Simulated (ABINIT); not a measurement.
# Quasiparticle gap of SiC (Moissanite) in ABINIT, part 3 of 3

Aim: the G0W0 gap of SiC (Moissanite) on LDA, step by step.

ABINIT 10.8.3; LDA and many-body steps on it, plane waves. Known limits of the many-body steps: not at the basis limit; coarse k mesh.

So far. Step 3 (Bands along the symmetry lines): The gap is 2.222 eV, as in the run before at this level. Step 4 (Empty states on the mesh, 3×3×2 mesh, 43 bands): On this mesh the gap is 2.222 eV.

### Step 5. Screening, 3×3×2 mesh, 39 bands, screening to 108.8 eV

The RPA dielectric matrix is built and inverted for each q.

This step: RPA screening on LDA, plane waves, norm-conserving pseudopotentials.

Input file run.abi:

```
acell 3*1.0 Angstrom
rprim 
  3.075999999976 0.000000000005 0.000000000000
  -1.537999999993 2.663894142018 0.000000000000
  0.000000000000 0.000000000000 5.048000000000
ntypat 2
znucl 14 6
natom 4
typat 1 1 2 2
xred 
  0.333333333333 0.666666666667 0.000000000000
  0.666666666667 0.333333333333 0.500000000000
  0.333333333333 0.666666666667 0.385000000000
  0.666666666667 0.333333333333 0.885000000000
pp_dirpath "pseudos"
pseudos "Si.upf, C.upf"
ecut 37
ngkpt 3 3 2
nshiftk 1
shiftk 0 0 0
kptopt 1
chksymbreak 0
istwfk *1
occopt 1
irdwfk 1
optdriver 3
nband 39
ecuteps 4
inclvkb 2
awtr 1
symchi 1
indata_prefix "in"
outdata_prefix "out"
tmpdata_prefix "tmp"
```

Command:

```console
$ OMP_NUM_THREADS=1 mpirun -n 4 abinit run.abi > log
```

Numbers of over 12 decimals in the logs are rounded to 6 here.

Log:

```text
.Version 10.8.3 of ABINIT. v10.8.2 released Aug 2026.

 Symmetries : space group P6_3 m c (#186); Bravais hP (primitive hexag.)
[... echo of the input left out ...]
== DATASET  1 ==================================================================
-   mpi_nproc: 4, omp_nthreads: 1 (-1 if OMP is not activated)

--- !DatasetInfo
iteration_state: {dtset: 1, }
dimensions: {natom: 4, nkpt: 6, mband: 39, nsppol: 1, nspinor: 1, nspden: 1, mpw: 3018, }
cutoff_energies: {ecut:  37.0, pawecutdg:  -1.0, }
electrons: {nelect:   1.60000000E+01, charge:   0.00000000E+00, occopt:   1.00000000E+00, tsmear:   1.00000000E-02, }

 SCREENING: Calculation of the susceptibility and dielectric matrices

 Based on a program developped by R.W. Godby, V. Olevano, G. Onida, and L. Reining.
 Incorporated in ABINIT by V. Olevano, G.-M. Rignanese, and M. Torrent.
.Using double precision arithmetic ; gwpc =  8

[... cell and pseudopotentials left out ...]
--------------------------------------------------------------------------------

 ==== K-mesh for the wavefunctions ====
 Number of points in the irreducible wedge :     6
[... list of points left out ...]
 Together with 12 symmetry operations and time-reversal symmetry
 yields    18 points in the full Brillouin Zone.

 ==== Q-mesh for the screening function ====
 Number of points in the irreducible wedge :     6
[... list of points left out ...]
 Together with 12 symmetry operations and time-reversal symmetry
 yields    18 points in the full Brillouin Zone.

 setmesh: FFT mesh size selected  =    20x   20x   36
          total number of points  =        14400

 vcoul_init : cutoff-mode = AUXILIARY_FUNCTION
 q-points for optical limit:   1
     1)      0.000010    0.000020    0.000030

- screening: taking advantage of time-reversal symmetry
- Maximum band index for partially occupied states nbvw = 8
- Remaining bands to be divided among processors   nbcw = 31
- Number of bands treated by each node ~7

 Number of electrons calculated from density =   16.0000; Expected =   16.0000
 average of density, n =  0.057319
 r_s =    1.6089
 omega_plasma =   23.0944 [eV]

 calculating chi0 at frequencies [eV] :
  1    0.000000E+00    0.000000E+00
  2    0.000000E+00    2.309436E+01

--------------------------------------------------------------------------------
  q-point number  1        q = ( 0.000000, 0.000000, 0.000000) [r.l.u.]
--------------------------------------------------------------------------------
[... chi0 elements left out ...]
 For q-point:  0.000010 0.000020 0.000030
  dielectric constant =   8.7893
  dielectric constant without local fields =   9.6162

  Average fulfillment of the sum rule on Im[epsilon] for q-point    1 :     55.37  [%]
[... wings left out ...]
  q-point number  2        q = ( 0.333333, 0.000000, 0.000000) [r.l.u.]
--------------------------------------------------------------------------------
[... chi0 elements left out ...]
  Average fulfillment of the sum rule on Im[epsilon] for q-point    2 :     66.48  [%]

 [... 4 further q-points ...]
```

Wall time 2.9 s (4 MPI ranks of Intel Xeon Platinum 8559C (Emerald Rapids), shared host); peak memory 0.11 GiB; 11 s of CPU time.

This step gave:

* ε∞ with local fields, on this mesh, along the program's q direction: 8.789
* the same without local fields: 9.616
* plasma frequency: 23.09 eV
* plane waves in the screening matrix: 111

Local fields lower ε∞ by 9 %. On a Γ-centred mesh this coarse the value itself is usually too large, while a short band sum pulls it down.

### Step 6. Self-energy, 3×3×2 mesh, 39 bands, screening to 108.8 eV

The self-energy is evaluated for the states that the input lists, and the levels follow from it, in one-shot runs by the linearised quasiparticle equation.

This step: G0W0 on LDA, plane waves, norm-conserving pseudopotentials.

Changes to run.abi since step 5:

```diff
@@ -25,8 +25,19 @@
 irdwfk 1
-optdriver 3
+optdriver 4
 nband 39
+gwcalctyp 0
+ecutsigx 37
+symsigma 1
+nkptgw 3
+kptgw 
+  0.0000000000 0.0000000000 0.0000000000
+  0.3333333333 0.3333333333 0.0000000000
+  0.3333333333 0.0000000000 0.0000000000
+bdgw 
+  6 10
+  7 10
+  7 10
 ecuteps 4
-inclvkb 2
-awtr 1
-symchi 1
+irdscr 1
+ppmodel 1
 indata_prefix "in"
```

Log:

```text
.Version 10.8.3 of ABINIT. v10.8.2 released Aug 2026.

 Symmetries : space group P6_3 m c (#186); Bravais hP (primitive hexag.)
[... echo of the input left out ...]
== DATASET  1 ==================================================================
-   mpi_nproc: 4, omp_nthreads: 1 (-1 if OMP is not activated)

--- !DatasetInfo
iteration_state: {dtset: 1, }
dimensions: {natom: 4, nkpt: 6, mband: 39, nsppol: 1, nspinor: 1, nspden: 1, mpw: 3018, }
cutoff_energies: {ecut:  37.0, pawecutdg:  -1.0, }
electrons: {nelect:   1.60000000E+01, charge:   0.00000000E+00, occopt:   1.00000000E+00, tsmear:   1.00000000E-02, }

 SIGMA: Calculation of the GW corrections

 Based on a program developped by R.W. Godby, V. Olevano, G. Onida, and L. Reining.
 Incorporated in ABINIT by V. Olevano, G.-M. Rignanese, and M. Torrent.
.Using double precision arithmetic ; gwpc =  8

[... cell and pseudopotentials left out ...]
--------------------------------------------------------------------------------

 ==== K-mesh for the wavefunctions ====
 Number of points in the irreducible wedge :     6
[... list of points left out ...]
 Together with 12 symmetry operations and time-reversal symmetry
 yields    18 points in the full Brillouin Zone.

 ==== Q-mesh for screening function ====
 Number of points in the irreducible wedge :     6
[... list of points left out ...]
 Together with 12 symmetry operations and time-reversal symmetry
 yields    18 points in the full Brillouin Zone.

 vcoul_init : cutoff-mode = AUXILIARY_FUNCTION
 q-points for optical limit:   1
     1)      0.000010    0.000020    0.000030
 setmesh: FFT mesh size selected  =    27x   27x   54
          total number of points  =        39366

 Number of electrons calculated from density =   16.0000; Expected =   16.0000
 average of density, n =  0.057319
 r_s =    1.6089
 omega_plasma =   23.0944 [eV]

 === KS Band Gaps ===
  >>>> For spin  1
   Minimum direct gap =   4.3111 [eV], located at k-point      :   0.3333  0.0000  0.0000
   Fundamental gap    =   2.2220 [eV], Top of valence bands at :   0.0000  0.0000  0.0000
                                       Bottom of conduction at :   0.3333  0.3333  0.0000
 SIGMA fundamental parameters:
 PLASMON POLE MODEL  1
 number of plane-waves for SigmaX                 2997
 number of plane-waves for SigmaC and W            111
 number of plane-waves for wavefunctions          2997
 number of bands                                    39
 number of independent spin polarizations            1
 number of spinorial components                      1
 number of k-points in IBZ                           6
 number of q-points in IBZ                           6
 number of symmetry operations                      12
 number of k-points in BZ                           18
 number of q-points in BZ                           18
 number of frequencies for dSigma/dE                 9
 frequency step for dSigma/dE [eV]                0.25
 number of omega for Sigma on real axis              0
 max omega for Sigma on real axis  [eV]           0.00
 zcut for avoiding poles [eV]                     0.10

 EPSILON^-1 parameters (SCR file):
 dimension of the eps^-1 matrix on file            111
 dimension of the eps^-1 matrix used               111
 number of plane-waves for wavefunctions          2997
 number of bands                                    39
 number of q-points in IBZ                           6
 number of frequencies                               2
 number of real frequencies                          1
 number of imag frequencies                          1

 matrix elements of self-energy operator (all in [eV])

 Perturbative Calculation

--- !SelfEnergy_ee
iteration_state: {dtset: 1, }
kpoint     : [   0.000,    0.000,    0.000, ]
spin       : 1
KS_gap     :    4.582
QP_gap     :    5.343
Delta_QP_KS:    0.761
data: !SigmaeeData |
     Band     E0 <VxcDFT>   SigX SigC(E0)      Z dSigC/dE  Sig(E)    E-E0       E
        6   7.133 -14.990 -17.767   3.064   0.800  -0.250 -14.760   0.229   7.362
        7   7.133 -14.990 -17.767   3.064   0.800  -0.250 -14.760   0.229   7.362
        8   7.406 -14.790 -16.951   2.583   0.802  -0.247 -14.452   0.338   7.744
        9  11.988 -12.231  -6.614  -4.259   0.810  -0.234 -11.131   1.099  13.088
       10  13.440 -12.726  -6.990  -4.444   0.801  -0.248 -11.691   1.035  14.475

--- !SelfEnergy_ee
iteration_state: {dtset: 1, }
kpoint     : [   0.333,    0.333,    0.000, ]
spin       : 1
KS_gap     :    6.273
QP_gap     :    7.310
Delta_QP_KS:    1.037
data: !SigmaeeData |
     Band     E0 <VxcDFT>   SigX SigC(E0)      Z dSigC/dE  Sig(E)    E-E0       E
        7   3.355 -12.968 -16.502   3.364   0.796  -0.256 -13.104  -0.136   3.219
        8   3.355 -12.968 -16.502   3.364   0.796  -0.256 -13.104  -0.136   3.219
        9   9.628 -10.035  -5.275  -3.676   0.831  -0.204  -9.134   0.901  10.529
       10  15.267 -12.414  -6.320  -4.332   0.805  -0.241 -10.995   1.419  16.686

--- !SelfEnergy_ee
iteration_state: {dtset: 1, }
kpoint     : [   0.333,    0.000,    0.000, ]
spin       : 1
KS_gap     :    4.311
QP_gap     :    5.240
Delta_QP_KS:    0.929
data: !SigmaeeData |
     Band     E0 <VxcDFT>   SigX SigC(E0)      Z dSigC/dE  Sig(E)    E-E0       E
        7   5.627 -13.630 -16.244   2.724   0.801  -0.248 -13.542   0.088   5.715
        8   6.203 -14.579 -17.688   3.204   0.797  -0.254 -14.503   0.076   6.278
        9  10.514 -10.835  -5.676  -3.940   0.824  -0.213  -9.831   1.005  11.518
       10  12.172 -11.492  -6.132  -3.962   0.817  -0.223 -10.349   1.143  13.315

== END DATASET(S) ==============================================================
================================================================================

 -outvars: echo values of variables after computation  --------
           etotal      0.0000000000E+00
            nband          39
             nkpt           6
          spgroup         186
 [... the other variables as echoed above ...]

 Calculation completed.
```

It took 2.9 s on 4 MPI ranks; peak memory 0.1 GiB; 11 s of CPU time.

Numbers from this step:

```
G0W0 gap on the points computed              : 2.785 eV
starting gap on the mesh                     : 2.222 eV
k of the valence top                         : 0, 0, 0
k of the conduction bottom                   : 0.3333, 0.3333, 0
Z at the valence top                         : 0.802
Z at the conduction bottom                   : 0.831
least direct G0W0 gap on the computed points : 5.240 eV
```

The gap on the mesh goes from 2.22 eV to 2.79 eV, a correction of +0.56 eV.

Limits: finite bands, cutoff and mesh; coarse k mesh. v1 is the top filled band, c1 the lowest empty one. Levels before and after the correction, in eV, zero at the valence-band top of each column:

|  | conduction bottom | valence top |
| --- | --- | --- |
| Kohn-Sham | 2.22 | 0.00 |
| G0W0 | 2.79 | 0.00 |

|  | level | energy (eV) |
| --- | --- | --- |
| Kohn-Sham | Γ v3-v2 | -0.273 |
| Kohn-Sham | Γ v1 | 0.000 |
| Kohn-Sham | Γ c1 | 4.582 |
| Kohn-Sham | Γ c2 | 6.034 |
| Kohn-Sham | (0.333 0.333 0) v2-v1 | -4.051 |
| Kohn-Sham | (0.333 0.333 0) c1 | 2.222 |
| Kohn-Sham | (0.333 0.333 0) c2 | 7.861 |
| G0W0 | Γ v3-v2 | -0.382 |
| G0W0 | Γ v1 | 0.000 |
| G0W0 | Γ c1 | 5.344 |
| G0W0 | Γ c2 | 6.731 |
| G0W0 | (0.333 0.333 0) v2-v1 | -4.525 |
| G0W0 | (0.333 0.333 0) c1 | 2.785 |
| G0W0 | (0.333 0.333 0) c2 | 8.942 |

### Step 7. Where the time went

Times are wall times on 4 MPI ranks of Intel Xeon Platinum 8559C (Emerald Rapids), shared host, good to a factor of about two.

| step | time | share | memory (GiB) |
| --- | --- | --- | --- |
| ground state | 7 s | 24 % | 0.31 |
| bands along the symmetry lines | 11 s | 38 % | 0.32 |
| empty states on the mesh | 5.2 s | 18 % | 0.28 |
| screening | 2.9 s | 10 % | 0.11 |
| self-energy | 2.9 s | 10 % | 0.1 |

### Step 8. Summary of results

```
LDA gap              : 2.22 eV, indirect
G0W0 gap on the mesh : 2.79 eV
GW settings          : 3×3×2 mesh, 39 bands, screening to 108.8 eV, Godby-Needs plasmon pole
known limits         : not at the basis limit; coarse k mesh
```

**Reading.** G0W0 moves the gap on the mesh from 2.22 eV to 2.79 eV (+0.56 eV), with Z of 0.80 and 0.83 at the edges. Local fields lower the RPA ε∞ on this mesh from 9.62 to 8.79; a Γ-centred mesh this coarse tends to raise both, most where the direct gap is narrow, while a short band sum lowers them. Only 3 of the mesh's irreducible points were corrected, so a valley elsewhere could overtake. The dearest step here is «bands along the symmetry lines». Against experiment, by G0W0@LDA: the gap of 2.79 eV lies −0.54 eV from the measured 3.33 eV (kind not stated, quoted 2020). The calculation has static nuclei and no excitons; a measured gap holds zero-point and thermal motion, which mostly lowers it. Bands and cutoff are finite, so the gap is not at the basis limit. The miss can reach some tenths of an eV and take either sign; the mesh is an error of its own. In the G0W0 run levels were corrected at 3 k points alone, so a gap called «on the mesh» is the least over those, and an edge elsewhere would be missed. The 3×3×2 mesh is coarse for this cell, which bears on the long-range parts of exchange and screening.

[Paths, hosts, dates, memory and timing lines, banners, echoed tables and standing remarks are left out of the program output.]

[Logs are printed without paths, hosts, clocks, repeated set-up lines and the standing remarks that a program may print on its own settings, such as how far it seeks lower states.]

[Runs of the session that timed out or met a known fault of the program may be left out.]

[Hosts, paths, dates, database ids (printed as entryN), source tags and the programs' standing remarks are cut or masked in the printed files.]

[G0W0 gaps are taken among the corrected bands and points alone; a level outside them can change the order at an edge.]

[Where Ansatz stands beside ABINIT at settings called matched, ABINIT's density can come from a denser mesh and the files from another edition; pairs whose starting gaps differed by over 0.03 eV were left out, so agreement reads better than it is.]
